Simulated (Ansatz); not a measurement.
# Sr2IrS4: relaxing a made-up structure

Starting from a made-up structure for Sr2IrS4, the aim is the relaxed cell, its shortest contacts and, where a second run follows, its electronic structure.

Program: Ansatz 0.2.0. Level of theory: DFT, PBE, plane-wave PAW, files of the set soft_1, scalar-relativistic, no spin, cell and ions relaxed at zero pressure; PAW set soft_1, in the first sound run; inputs show where later runs differ. Results are calculated unless marked as measured.

## Step 1: The starting structure

It takes space group I4/mmm (No. 139, tetragonal). Conventional cell: a = 4.539 Å, b = 4.539 Å, c = 14.750 Å, α = 90.00°, β = 90.00°, γ = 90.00°. Ir has 6 S at 2.27 to 2.45 Å nearest. Nearest to Sr lie 9 S at 2.79 to 3.23 Å. Nearest to S lie 1 Ir at 2.45 Å and 5 Sr at 2.79 to 3.23 Å. Nearest to S lie 2 Ir at 2.27 Å and 4 Sr at 3.11 Å. Farther neighbours and most contacts between anions are not listed.

## Step 2: Relaxing cell and atoms

The guessed cell has no reason to be at equilibrium. It is relaxed with the atoms, within the space group of the guess.

input.yaml reads:

```yaml
crystal:
  lattice:
    - [-2.2695, 2.2695, 7.375]
    - [2.2695, -2.2695, 7.375]
    - [2.2695, 2.2695, -7.375]
  atoms:
    - { symbol: Ir, position: [0.0, 0.0, 0.0] }
    - { symbol: Sr, position: [0.3554, 0.3554, 0.0] }
    - { symbol: Sr, position: [0.6446, 0.6446, 0.0] }
    - { symbol: S, position: [0.1662, 0.1662, 0.0] }
    - { symbol: S, position: [0.8338, 0.8338, 0.0] }
    - { symbol: S, position: [0.5, 0.0, 0.5] }
    - { symbol: S, position: [0.0, 0.5, 0.5] }
kpoints:
  mp_grid: { grid: [8, 8, 8] }
scf:
  occupations: { method: fermi_dirac, width: 0.05 }
hamiltonian:
  xc: pbe
  pseudopotentials: { kind: paw, azcp: { folder: soft_1 } }
relax:
  f_tol: 0.015
  max_steps: 70
  cell: {}
output:
  forces: true
  stress: true
```

Command:

```console
$ ansatz run input.yaml --threads 4 --pin off --max-ram 10240MiB --backend cpu --events-out ev --progress --plain --runs-dir out
```

Numbers of over 12 decimals in the logs are rounded to 6 here.

The program printed:

```text
basis.fft_grid_basis auto: the FFT boxes are laid along the combinations [[1, 0, 1], [0, 1, 1], [0, 0, 1]] of the cell's own vectors, 4.539, 4.539 and 8.043 Å long. The dense box has 32×32×54 points. Along the cell's own vectors, as sized, it would have 54×54×54, 2.85 times as many. Of the 16 symmetry operations that the crystal satisfies within crystal.symmetry.tolerance (time reversal apart; of a slab, those that k [...]
Engine: ansatz 0.2.0, aarch64-unknown-linux-gnu
Pseudopotentials: kind: paw
Pseudopotential: Ir, paw, valence charge 17, recommended cutoff 420 eV (normal), soft_1/Ir.paw.azcp
Pseudopotential: Sr, paw, valence charge 10, recommended cutoff 420 eV (normal), soft_1/Sr.paw.azcp
Pseudopotential: S, paw, valence charge 6, recommended cutoff 420 eV (normal), soft_1/S.paw.azcp
Functional definition: PBE
  parameter kappa = 0.804
  parameter beta = 0.066725
  exchange = pbe_x(kappa = kappa, mu = beta*pi^2/3)
  correlation = pbe_c(beta = beta)
Crystal: 7 atoms, lattice volume = 151.944 Å³
Basis set: ecut = 420 eV, 2961 PW (Γ), FFT grids on a1+a3, a2+a3, a3, exchange–correlation on 64×64×108 points (8 copies of the dense FFT grid, shifted against one another)
Bands: 38, of which v1, the nominal top of the filled ones, is band 31 counted from 1 (30 counted from 0)
Symmetry: 16 space group operations
Space group: I4/mmm (ITA 139), of the structure as read, at distance tolerance 5.3e-5 Å
k-points: 59 of 512
Non-local potential: Ir, projectors of the file, l = 0: 3, l = 1: 2, l = 2: 2, l = 3: 1
Non-local potential: Sr, projectors of the file, l = 0: 3, l = 1: 2, l = 2: 2
Non-local potential: S, projectors of the file, l = 0: 2, l = 1: 2, l = 2: 1
PAW form: soft (Blöchl's): semilocal exchange-correlation on the pseudo side does not see the compensation charge
PAW one-centre angular grid: Ir, 590 points (default); XC on 64 Gauss nodes
PAW one-centre angular grid: Sr, 110 points (default); XC on 64 Gauss nodes
PAW one-centre angular grid: S, 110 points (default); XC on 64 Gauss nodes
Initial density: superposition of atomic densities (chi_scale 0.1, normalization cell, long waves kept (reshape's long-wave potential 0.09 eV rms))
Initial wavefunctions: pseudopotential atomic-orbital guess
Functional: x = pbe(κ = 0.804, μ = 0.219515), c = pbe(β = 0.066725)
SCF iter   1: F=—  HF=-22645.415689 eV  |F-HF|=—  |Δ(HF+E_count)|=         —  Δρ=7.20e-2  dr2=2.57e1  ethr=3.10e-3  ⟨swp⟩=12.3  Hψ=13999  notcnv=0
preconditioner: auto → Kerker (q_TF=auto, 2.343 Å⁻¹)  [metal: Δε(μ)=0.013 eV  Ē_g=11.362 eV  σ=0.050 eV  W_gap=0.07  n_scr=32 (ndim 8)  ℏωp=21.1 eV  f_vac=0.000  D(μ)=5.30/eV (n_scr^D=32)]
SCF iter   2: F=—  HF=-22642.753209 eV  |F-HF|=—  |Δ(HF+E_count)|=    2.66e0  Δρ=3.85e-2  dr2=9.48e0  ethr=3.10e-3  ⟨swp⟩=3.2  Hψ=4426  notcnv=0  defer=48
SCF iter   3: F=—  HF=-22641.097252 eV  |F-HF|=—  |Δ(HF+E_count)|=    1.66e0  Δρ=1.01e-2  dr2=1.01e0  ethr=3.10e-3  ⟨swp⟩=4.6  Hψ=5545  notcnv=0  defer=66
SCF iter   4: F=—  HF=-22640.861429 eV  |F-HF|=—  |Δ(HF+E_count)|=   2.36e-1  Δρ=4.71e-3  dr2=8.68e-2  ethr=1.66e-3  ⟨swp⟩=3.9  Hψ=3983  notcnv=0  defer=90
SCF iter   5: F=—  HF=-22640.847249 eV  |F-HF|=—  |Δ(HF+E_count)|=   1.42e-2  Δρ=1.91e-3  dr2=1.92e-2  ethr=1.42e-4  ⟨swp⟩=3.4  Hψ=3534  notcnv=0  defer=90
SCF iter   6: F=—  HF=-22640.845289 eV  |F-HF|=—  |Δ(HF+E_count)|=   1.96e-3  Δρ=8.31e-4  dr2=2.89e-3  ethr=3.15e-5  ⟨swp⟩=2.5  Hψ=3146  notcnv=0  defer=90
SCF iter   7: F=—  HF=-22640.845349 eV  |F-HF|=—  |Δ(HF+E_count)|=   6.01e-5  Δρ=3.70e-4  dr2=2.64e-4  ethr=4.74e-6  ⟨swp⟩=2.8  Hψ=3778  notcnv=0  defer=90
SCF iter   8: F=—  HF=-22640.845488 eV  |F-HF|=—  |Δ(HF+E_count)|=   1.39e-4  Δρ=1.21e-4  dr2=3.40e-5  ethr=4.33e-7  ⟨swp⟩=2.8  Hψ=3989  notcnv=0  defer=90
SCF iter   9: F=—  HF=-22640.845534 eV  |F-HF|=—  |Δ(HF+E_count)|=   4.56e-5  Δρ=3.08e-5  dr2=1.78e-6  ethr=5.57e-8  ⟨swp⟩=2.1  Hψ=2874  notcnv=0  defer=90
SCF iter  10: F=—  HF=-22640.845535 eV  |F-HF|=—  |Δ(HF+E_count)|=   1.73e-6  Δρ=8.63e-6  dr2=1.71e-7  ethr=2.91e-9  ⟨swp⟩=2.3  Hψ=3378  notcnv=0  defer=90
SCF iter  11: F=-22640.845535 eV  HF=-22640.845535 eV  |F-HF|=2.49e-9  |Δ(HF+E_count)|=   1.21e-7  Δρ=2.49e-6  dr2=1.73e-8  ethr=1.64e-10  ⟨swp⟩=5.2  Hψ=8586  notcnv=0
SCF 1 converged in 11 iterations: F = -22640.845535 eV  dr2 = 1.73e-8
  greatest PAW one-centre occupation: 1.000 electrons in one spin orbital (limit 2), on the Ir atom at site 0 (counted from 0), in its partial waves of l = 0
relax step   1: F+E_penalty+E_count = -22640.84553543 eV  Δ(F+E_penalty+E_count) = +0.000e0 eV  max|allowed force component| = 1.056e-1 eV/Å  Δτ_max = 0.0000 Å  P = +6.152 GPa  Ω = 151.944 Å³  (11 SCF iters, dr2 threshold 1.00e-7 eV, accepted)
Crystal: 7 atoms, lattice volume = 166.847 Å³
Basis set: ecut = 420 eV, 3241 PW (Γ), FFT grids on a1+a3, a2+a3, a3, exchange–correlation on 64×64×108 points (8 copies of the dense FFT grid, shifted against one another)
Initial density: handed on by an earlier stage of this run
Initial wavefunctions: those handed on with the density
iter 1 solved again at ethr=9.21e-4 eV; its pass at ethr=3.10e-3 eV (dr2=5.62e-1 eV) is discarded
SCF iter   1: F=—  HF=-22641.130690 eV  |F-HF|=—  |Δ(HF+E_count)|=         —  Δρ=1.04e-2  dr2=5.79e-1  ethr=9.21e-4  ⟨swp⟩=2.1  Hψ=12624  notcnv=0
preconditioner: auto → LDOS  [metal: Δε(μ)=0.001 eV  Ē_g=11.264 eV  σ=0.050 eV  W_gap=0.00  n_scr=32 (ndim 8)  ℏωp=20.1 eV  f_vac=0.013  D(μ)=8.20/eV (n_scr^D=62)  β→1.0]
SCF iter   2: F=—  HF=-22641.075389 eV  |F-HF|=—  |Δ(HF+E_count)|=   5.53e-2  Δρ=7.84e-3  dr2=1.35e-1  ethr=9.21e-4  ⟨swp⟩=3.3  Hψ=3632  notcnv=0
SCF iter   3: F=—  HF=-22641.057412 eV  |F-HF|=—  |Δ(HF+E_count)|=   1.80e-2  Δρ=4.74e-3  dr2=8.09e-2  ethr=2.21e-4  ⟨swp⟩=3.0  Hψ=4139  notcnv=0  defer=47
SCF iter   4: F=—  HF=-22641.049924 eV  |F-HF|=—  |Δ(HF+E_count)|=   7.49e-3  Δρ=2.66e-3  dr2=2.73e-2  ethr=1.33e-4  ⟨swp⟩=1.0  Hψ=2347  notcnv=0  defer=47
SCF iter   5: F=—  HF=-22641.046960 eV  |F-HF|=—  |Δ(HF+E_count)|=   2.96e-3  Δρ=1.29e-3  dr2=5.03e-3  ethr=4.48e-5  ⟨swp⟩=1.2  Hψ=2258  notcnv=0  defer=47
SCF iter   6: F=—  HF=-22641.046400 eV  |F-HF|=—  |Δ(HF+E_count)|=   5.60e-4  Δρ=3.83e-4  dr2=4.43e-4  ethr=8.24e-6  ⟨swp⟩=2.0  Hψ=2536  notcnv=0  defer=47
SCF iter   7: F=—  HF=-22641.046466 eV  |F-HF|=—  |Δ(HF+E_count)|=   6.59e-5  Δρ=1.33e-4  dr2=5.93e-5  ethr=7.26e-7  ⟨swp⟩=2.1  Hψ=3065  notcnv=0  defer=47
SCF iter   8: F=—  HF=-22641.046459 eV  |F-HF|=—  |Δ(HF+E_count)|=   6.79e-6  Δρ=4.54e-5  dr2=5.64e-6  ethr=9.72e-8  ⟨swp⟩=2.4  Hψ=3406  notcnv=0  defer=47
SCF iter   9: F=-22641.046459 eV  HF=-22641.046459 eV  |F-HF|=4.50e-8  |Δ(HF+E_count)|=   2.15e-7  Δρ=1.13e-5  dr2=2.32e-7  ethr=1.15e-9  ⟨swp⟩=4.2  Hψ=10045  notcnv=0
SCF 2 converged in 9 iterations: F = -22641.046459 eV  dr2 = 2.32e-7
relax step   2: F+E_penalty+E_count = -22641.04645872 eV  Δ(F+E_penalty+E_count) = -2.009e-1 eV  max|allowed force component| = 1.194e-1 eV/Å  Δτ_max = 0.0652 Å  P = -0.984 GPa  Ω = 166.847 Å³  energy of the carried Pulay correction = -1.737e-3 eV  (9 SCF iters, dr2 threshold 7.00e-7 eV, accepted)
Crystal: 7 atoms, lattice volume = 164.387 Å³
Basis set: ecut = 420 eV, 3201 PW (Γ), FFT grids on a1+a3, a2+a3, a3, exchange–correlation on 64×64×108 points (8 copies of the dense FFT grid, shifted against one another)
iter 1 solved again at ethr=3.21e-5 eV; its pass at ethr=3.10e-3 eV (dr2=1.96e-2 eV) is discarded
SCF iter   1: F=—  HF=-22641.066981 eV  |F-HF|=—  |Δ(HF+E_count)|=         —  Δρ=2.59e-3  dr2=2.03e-2  ethr=3.21e-5  ⟨swp⟩=2.6  Hψ=13416  notcnv=0
preconditioner: auto → Kerker (q_TF=auto, 2.313 Å⁻¹)  [metal: Δε(μ)=0.004 eV  Ē_g=11.250 eV  σ=0.050 eV  W_gap=0.02  n_scr=32 (ndim 8)  ℏωp=20.3 eV  f_vac=0.007  D(μ)=7.77/eV (n_scr^D=62)]
SCF iter   2: F=—  HF=-22641.064124 eV  |F-HF|=—  |Δ(HF+E_count)|=   2.86e-3  Δρ=1.32e-3  dr2=7.69e-3  ethr=3.21e-5  ⟨swp⟩=1.0  Hψ=2242  notcnv=0
SCF iter   3: F=—  HF=-22641.062396 eV  |F-HF|=—  |Δ(HF+E_count)|=   1.73e-3  Δρ=3.22e-4  dr2=5.60e-4  ethr=1.26e-5  ⟨swp⟩=2.4  Hψ=3489  notcnv=0
SCF iter   4: F=—  HF=-22641.062380 eV  |F-HF|=—  |Δ(HF+E_count)|=   1.54e-5  Δρ=1.47e-4  dr2=1.08e-4  ethr=9.18e-7  ⟨swp⟩=1.8  Hψ=2939  notcnv=0
SCF iter   5: F=—  HF=-22641.062369 eV  |F-HF|=—  |Δ(HF+E_count)|=   1.16e-5  Δρ=5.03e-5  dr2=1.76e-5  ethr=1.76e-7  ⟨swp⟩=2.4  Hψ=3423  notcnv=0
SCF iter   6: F=—  HF=-22641.062369 eV  |F-HF|=—  |Δ(HF+E_count)|=   5.48e-7  Δρ=2.04e-5  dr2=2.45e-6  ethr=2.89e-8  ⟨swp⟩=2.3  Hψ=3631  notcnv=0
SCF iter   7: F=-22641.062370 eV  HF=-22641.062370 eV  |F-HF|=6.39e-8  |Δ(HF+E_count)|=   2.72e-7  Δρ=8.42e-6  dr2=3.29e-7  ethr=1.15e-9  ⟨swp⟩=5.5  Hψ=8596  notcnv=0
SCF 3 converged in 7 iterations: F = -22641.062370 eV  dr2 = 3.29e-7
relax step   3: F+E_penalty+E_count = -22641.06236963 eV  Δ(F+E_penalty+E_count) = -1.591e-2 eV  max|allowed force component| = 4.104e-2 eV/Å  Δτ_max = 0.0312 Å  P = -0.179 GPa  Ω = 164.387 Å³  energy of the carried Pulay correction = -1.462e-3 eV  (7 SCF iters, dr2 threshold 7.00e-7 eV, accepted)
Crystal: 7 atoms, lattice volume = 163.962 Å³
Basis set: ecut = 420 eV, 3193 PW (Γ), FFT grids on a1+a3, a2+a3, a3, exchange–correlation on 64×64×108 points (8 copies of the dense FFT grid, shifted against one another)
iter 1 solved again at ethr=4.95e-7 eV; its pass at ethr=3.10e-3 eV (dr2=3.02e-4 eV) is discarded
SCF iter   1: F=—  HF=-22641.062805 eV  |F-HF|=—  |Δ(HF+E_count)|=         —  Δρ=3.02e-4  dr2=4.44e-4  ethr=4.95e-7  ⟨swp⟩=3.0  Hψ=11947  notcnv=0
preconditioner: auto → Kerker (q_TF=auto, 2.314 Å⁻¹)  [metal: Δε(μ)=0.009 eV  Ē_g=11.256 eV  σ=0.050 eV  W_gap=0.04  n_scr=32 (ndim 8)  ℏωp=20.3 eV  f_vac=0.007  D(μ)=7.65/eV (n_scr^D=62)]
SCF iter   2: F=—  HF=-22641.062770 eV  |F-HF|=—  |Δ(HF+E_count)|=   3.49e-5  Δρ=1.51e-4  dr2=1.52e-4  ethr=4.95e-7  ⟨swp⟩=1.0  Hψ=2242  notcnv=0
SCF iter   3: F=—  HF=-22641.062826 eV  |F-HF|=—  |Δ(HF+E_count)|=   5.66e-5  Δρ=3.30e-5  dr2=9.60e-6  ethr=2.49e-7  ⟨swp⟩=1.9  Hψ=2516  notcnv=0
SCF iter   4: F=—  HF=-22641.062825 eV  |F-HF|=—  |Δ(HF+E_count)|=   1.61e-6  Δρ=1.81e-5  dr2=8.99e-7  ethr=1.57e-8  ⟨swp⟩=2.2  Hψ=3244  notcnv=0
iter 5 did not close the SCF: its close was put off for the readings that it lacked (scf_convergence_deferred on its scf_iter line)
SCF iter   5: F=-22641.062824 eV  HF=-22641.062824 eV  |F-HF|=4.83e-8  |Δ(HF+E_count)|=   1.55e-7  Δρ=5.22e-6  dr2=9.65e-8  ethr=1.47e-9  ⟨swp⟩=2.2  Hψ=3309  notcnv=0
SCF iter   6: F=-22641.062824 eV  HF=-22641.062824 eV  |F-HF|=7.16e-9  |Δ(HF+E_count)|=   4.69e-9  Δρ=1.85e-6  dr2=2.01e-8  ethr=1.58e-10  ⟨swp⟩=3.0  Hψ=8742  notcnv=0
SCF 4 converged in 6 iterations: F = -22641.062824 eV  dr2 = 2.01e-8
relax step   4: F+E_penalty+E_count = -22641.06282448 eV  Δ(F+E_penalty+E_count) = -4.548e-4 eV  max|allowed force component| = 2.483e-3 eV/Å  Δτ_max = 0.0020 Å  P = +0.028 GPa  Ω = 163.962 Å³  energy of the carried Pulay correction = -1.414e-3 eV  (6 SCF iters, dr2 threshold 2.71e-7 eV, accepted)
Crystal: 7 atoms, lattice volume = 164.013 Å³
iter 1 solved again at ethr=8.86e-8 eV; its pass at ethr=3.10e-3 eV (dr2=5.40e-5 eV) is discarded
SCF iter   1: F=—  HF=-22641.062779 eV  |F-HF|=—  |Δ(HF+E_count)|=         —  Δρ=1.33e-4  dr2=5.37e-5  ethr=8.86e-8  ⟨swp⟩=3.0  Hψ=12880  notcnv=0
preconditioner: auto → Kerker (q_TF=auto, 2.314 Å⁻¹)  [metal: Δε(μ)=0.007 eV  Ē_g=11.254 eV  σ=0.050 eV  W_gap=0.04  n_scr=32 (ndim 8)  ℏωp=20.3 eV  f_vac=0.007  D(μ)=7.74/eV (n_scr^D=62)]
SCF iter   2: F=—  HF=-22641.062856 eV  |F-HF|=—  |Δ(HF+E_count)|=   7.64e-5  Δρ=7.50e-5  dr2=2.18e-5  ethr=8.80e-8  ⟨swp⟩=1.0  Hψ=2242  notcnv=0
SCF iter   3: F=—  HF=-22641.062844 eV  |F-HF|=—  |Δ(HF+E_count)|=   1.21e-5  Δρ=1.88e-5  dr2=1.38e-6  ethr=3.58e-8  ⟨swp⟩=2.6  Hψ=3490  notcnv=0
SCF iter   4: F=—  HF=-22641.062846 eV  |F-HF|=—  |Δ(HF+E_count)|=   2.19e-6  Δρ=5.00e-6  dr2=1.20e-7  ethr=2.27e-9  ⟨swp⟩=2.5  Hψ=3499  notcnv=0
SCF iter   5: F=—  HF=-22641.062846 eV  |F-HF|=—  |Δ(HF+E_count)|=  5.06e-10  Δρ=1.99e-6  dr2=1.75e-8  ethr=1.96e-10  ⟨swp⟩=2.4  Hψ=3746  notcnv=0
SCF iter   6: F=-22641.062846 eV  HF=-22641.062846 eV  |F-HF|=5.53e-10  |Δ(HF+E_count)|=   3.21e-9  Δρ=8.56e-7  dr2=3.31e-9  ethr=1.24e-11  ⟨swp⟩=5.2  Hψ=8501  notcnv=0
SCF 5 converged in 6 iterations: F = -22641.062846 eV  dr2 = 3.31e-9
relax step   5: F+E_penalty+E_count = -22641.06284600 eV  Δ(F+E_penalty+E_count) = -2.151e-5 eV  max|allowed force component| = 7.745e-4 eV/Å  Δτ_max = 0.0008 Å  P = -0.005 GPa  Ω = 164.013 Å³  energy of the carried Pulay correction = -1.419e-3 eV  (6 SCF iters, dr2 threshold 7.58e-9 eV, accepted)
Basis set: ecut = 420 eV, 3193 PW (Γ), FFT grids on a1+a3, a2+a3, a3, exchange–correlation on 64×64×120 points (8 copies of the dense FFT grid, shifted against one another)
Initial wavefunctions: pseudopotential atomic-orbital guess (no wavefunctions were taken with the density)
iter 1 solved again at ethr=9.20e-7 eV; its pass at ethr=3.10e-3 eV (dr2=5.61e-4 eV) is discarded
SCF iter   1: F=—  HF=-22641.063563 eV  |F-HF|=—  |Δ(HF+E_count)|=         —  Δρ=1.90e-4  dr2=2.39e-6  ethr=9.20e-7  ⟨swp⟩=4.0  Hψ=20208  notcnv=0
preconditioner: auto → Kerker (q_TF=auto, 2.314 Å⁻¹)  [metal: Δε(μ)=0.009 eV  Ē_g=11.254 eV  σ=0.050 eV  W_gap=0.04  n_scr=32 (ndim 8)  ℏωp=20.3 eV  f_vac=0.006  D(μ)=7.72/eV (n_scr^D=62)]
SCF iter   2: F=—  HF=-22641.064121 eV  |F-HF|=—  |Δ(HF+E_count)|=   5.58e-4  Δρ=9.67e-5  dr2=5.99e-7  ethr=3.92e-9  ⟨swp⟩=3.0  Hψ=4742  notcnv=0
SCF iter   3: F=—  HF=-22641.064300 eV  |F-HF|=—  |Δ(HF+E_count)|=   1.79e-4  Δρ=2.81e-6  dr2=2.14e-9  ethr=9.83e-10  ⟨swp⟩=2.0  Hψ=4058  notcnv=0
SCF iter   4: F=—  HF=-22641.064300 eV  |F-HF|=—  |Δ(HF+E_count)|=   7.86e-8  Δρ=4.88e-7  dr2=4.34e-10  ethr=3.51e-12  ⟨swp⟩=2.9  Hψ=4504  notcnv=0
SCF iter   5: F=—  HF=-22641.064300 eV  |F-HF|=—  |Δ(HF+E_count)|=  4.69e-10  Δρ=1.56e-7  dr2=1.05e-10  ethr=1.00e-12  ⟨swp⟩=1.1  Hψ=2412  notcnv=0
SCF iter   6: F=-22641.064300 eV  HF=-22641.064300 eV  |F-HF|=1.46e-11  |Δ(HF+E_count)|=    0.00e0  Δρ=6.90e-8  dr2=2.55e-11  ethr=1.00e-12  ⟨swp⟩=5.0  Hψ=8371  notcnv=0
SCF 6 converged in 6 iterations: F = -22641.064300 eV  dr2 = 2.55e-11
relax step   6: F+E_penalty+E_count = -22641.06429991 eV  Δ(F+E_penalty+E_count) = -1.454e-3 eV  max|allowed force component| = 8.923e-4 eV/Å  Δτ_max = 0.0000 Å  P = -0.004 GPa  Ω = 164.013 Å³  stress off target by 1.40e-2 GPa  SCF on the basis re-selected at this cell (its energy is not comparable with the rows above)  (6 SCF iters)
basis re-selected at this cell: Δ(F+E_penalty+E_count) = -1.454e-3 eV, ΔP = +0.002 GPa vs the last step (what re-selecting the basis moved, of the pressure what is left beyond the Pulay correction that the steps carried, after the strain that the cell walked since its last selection, with what the two solves' SCF thresholds leave and, on support functions, any second-order correction that the steps lacked; it is no measure of the basis error at this ecutwfc). The dense FFT grid was sized anew with the basis: this SCF ran on 32×32×60 points, the steps before it on 32×32×54, so part of this shift can come from that change (see relax.cell in the input reference). [rest of the remark cut]
SCF converged after 6 iterations
Free energy (F): -22641.064300 eV
Harris-Foulkes:  -22641.064300 eV  (|F-HF|=1.46e-11)
Internal energy: -22641.005182 eV  (E = F + TS)
E sigma→0 (E₀):  -22641.034741 eV
Entropy (-TS):   -0.059118 eV (-8.445 meV/atom)
Fermi energy:    7.893009 eV
--- Per-component energies (eV) ---
  E_band       = -507.275610
  E_kinetic    = 1430.081744
  E_local      = -4822.959682  (includes V_loc(G=0)·N_el)
  E_nonlocal   = 792.830820
  E_hartree    = 1698.569647
  E_xc         = -937.706882
  E_vxc        = -900.266740  (∫ρ·V_xc dr)
  E_paw        = -17079.831794  (= ΣΔE_a)
  E_vpaw       = -404.101196  (= ΣTr[D̂ρ^β])
  E_aug_tail   = 0.000331  (compensation charges beyond the density's cutoff)
  E_ewald      = -3721.989367
  E_smearing   = -0.059118  (= −TS)
  E_closure    = -0.000000  (closes the sum)
  Σ components = -22641.064300   (vs F -22641.064300, Δ=0.00e0)
--- Forces (eV/Å), atoms counted from 1 ---
  atom   1  Ir    -0.00000000     0.00000000     0.00000000
  atom   2  Sr     0.00000000     0.00000000    -0.00089227
  atom   3  Sr     0.00000000     0.00000000     0.00089227
  atom   4  S      0.00000000    -0.00000000    -0.00031658
  atom   5  S     -0.00000000    -0.00000000     0.00031658
  atom   6  S      0.00000000     0.00000000    -0.00000000
  atom   7  S     -0.00000000     0.00000000     0.00000000
  max |Σ_I F_I| component: 2.32e-17 eV/Å
--- Stress (GPa, compression-positive) ---
       -0.012915       0.000000       0.000000
        0.000000      -0.012915      -0.000000
        0.000000       0.000000       0.014030
  P = ⅓ Tr σ = -0.0039 GPa (-0.039 kbar)
--- Relaxed structure (5 steps of the walk, 5 accepted, 1 SCFs on fresh bases) ---
  F+E_penalty+E_count = -22641.06429991 eV   max|allowed force component| = 8.923e-4 eV/Å   (the final SCF, on the basis selected at the relaxed cell)
  cell:  # Å, volume = 164.0135 Å³
    - [-2.322735, 2.322735, 7.600119]
    - [2.322735, -2.322735, 7.600119]
    - [2.322735, 2.322735, -7.600119]
  atoms:
    - { symbol: Ir, position: [-1.3440956714590269e-19, -1.3440956714590269e-19, 0] }
    - { symbol: Sr, position: [0.356096, 0.356096, 0] }
    - { symbol: Sr, position: [0.643904, 0.643904, 0] }
    - { symbol: S, position: [0.163464, 0.163464, 0] }
    - { symbol: S, position: [0.836536, 0.836536, 0] }
    - { symbol: S, position: [0.5, -1.3440956714590269e-19, 0.5] }
    - { symbol: S, position: [-1.344095671459027e-19, 0.5, 0.5] }
```

It took 25 s on 4 threads of Arm Neoverse V2, shared host; peak memory 0.64 GiB; 98 s of CPU time.

This run has no spin polarisation although its electron count is odd.

Step by step:

| step | energy less that of the first step (eV) | largest force component (eV/Å) | pressure (GPa) | volume (Å³) |
| --- | --- | --- | --- | --- |
| 1 | 0.0000 | 0.1056 | 6.15 | 151.94 |
| 2 | -0.2009 | 0.1194 | -0.98 | 166.85 |
| 3 | -0.2168 | 0.0410 | -0.18 | 164.39 |
| 4 | -0.2173 | 0.0025 | 0.03 | 163.96 |
| 5 | -0.2173 | 0.0008 | -0.01 | 164.01 |
| 6* | -0.2188 | 0.0009 | 0.00 | 164.01 |

Relaxation steps marked * repeat the geometry before them on a plane-wave basis chosen anew for their cell, so energy and pressure can jump there.

The run keeps the 16 symmetry operations that it works with, so distortions that break them were not tested.

| conventional cell, symmetrised | before | after | change |
| --- | --- | --- | --- |
| a (Å) | 4.539 | 4.645 | +2.3 % |
| b (Å) | 4.539 | 4.645 | +2.3 % |
| c (Å) | 14.750 | 15.200 | +3.1 % |
| volume (Å³/atom) | 21.71 | 23.43 | +7.9 % |

The atoms that moved most (Å, as changes of fractional coordinates times the final cell):

| atom | dx | dy | dz | length |
| --- | --- | --- | --- | --- |
| S4 | 0.000 | 0.000 | -0.042 | 0.042 |
| S5 | 0.000 | 0.000 | 0.042 | 0.042 |
| Sr3 | 0.000 | 0.000 | -0.011 | 0.011 |
| Sr2 | 0.000 | 0.000 | 0.011 | 0.011 |

The relaxed structure:

```cif
data_structure
_symmetry_space_group_name_H-M 'P 1'
_symmetry_Int_Tables_number 1
_cell_length_a 8.2796
_cell_length_b 8.2796
_cell_length_c 8.2796
_cell_angle_alpha 147.416
_cell_angle_beta 147.416
_cell_angle_gamma 46.749
_cell_volume 164.01
loop_
_atom_site_label
_atom_site_type_symbol
_atom_site_fract_x
_atom_site_fract_y
_atom_site_fract_z
_atom_site_occupancy
Ir1 Ir 0.00000 0.00000 0.00000 1
Sr2 Sr 0.35610 0.35610 0.00000 1
Sr3 Sr 0.64390 0.64390 0.00000 1
S4 S 0.16346 0.16346 0.00000 1
S5 S 0.83654 0.83654 0.00000 1
S6 S 0.50000 0.00000 0.50000 1
S7 S 0.00000 0.50000 0.50000 1
```

This step gave:

- free energy: -22641.0643 eV
- energy at zero smearing: -22641.0347 eV
- smearing term TS: 0.05912 eV
- Fermi energy: 7.893 eV
- electrons: 61
- symmetry operations: 16
- pressure: -0.003933 GPa

The shortest distance of each pair, which need not be the same contact before and after:

| pair | guess (Å) | relaxed (Å) |
| --- | --- | --- |
| Ir–S | 2.269 | 2.323 |
| S–Sr | 2.791 | 2.928 |
| S–S | 3.210 | 3.285 |
| Ir–Sr | 3.854 | 3.946 |
| Sr–Sr | 4.266 | 4.375 |

The relaxation ends with a largest force component of 8.9e-4 eV/Å and a pressure of 0.00 GPa.

(Continued in part 2 of 2.)

[Logs are printed without paths, hosts, clocks, repeated set-up lines and the standing remarks that a program may print on its own settings, such as how far it seeks lower states.]

[Hosts, paths, dates, database ids (printed as entryN), source tags and the programs' standing remarks are cut or masked in the printed files.]
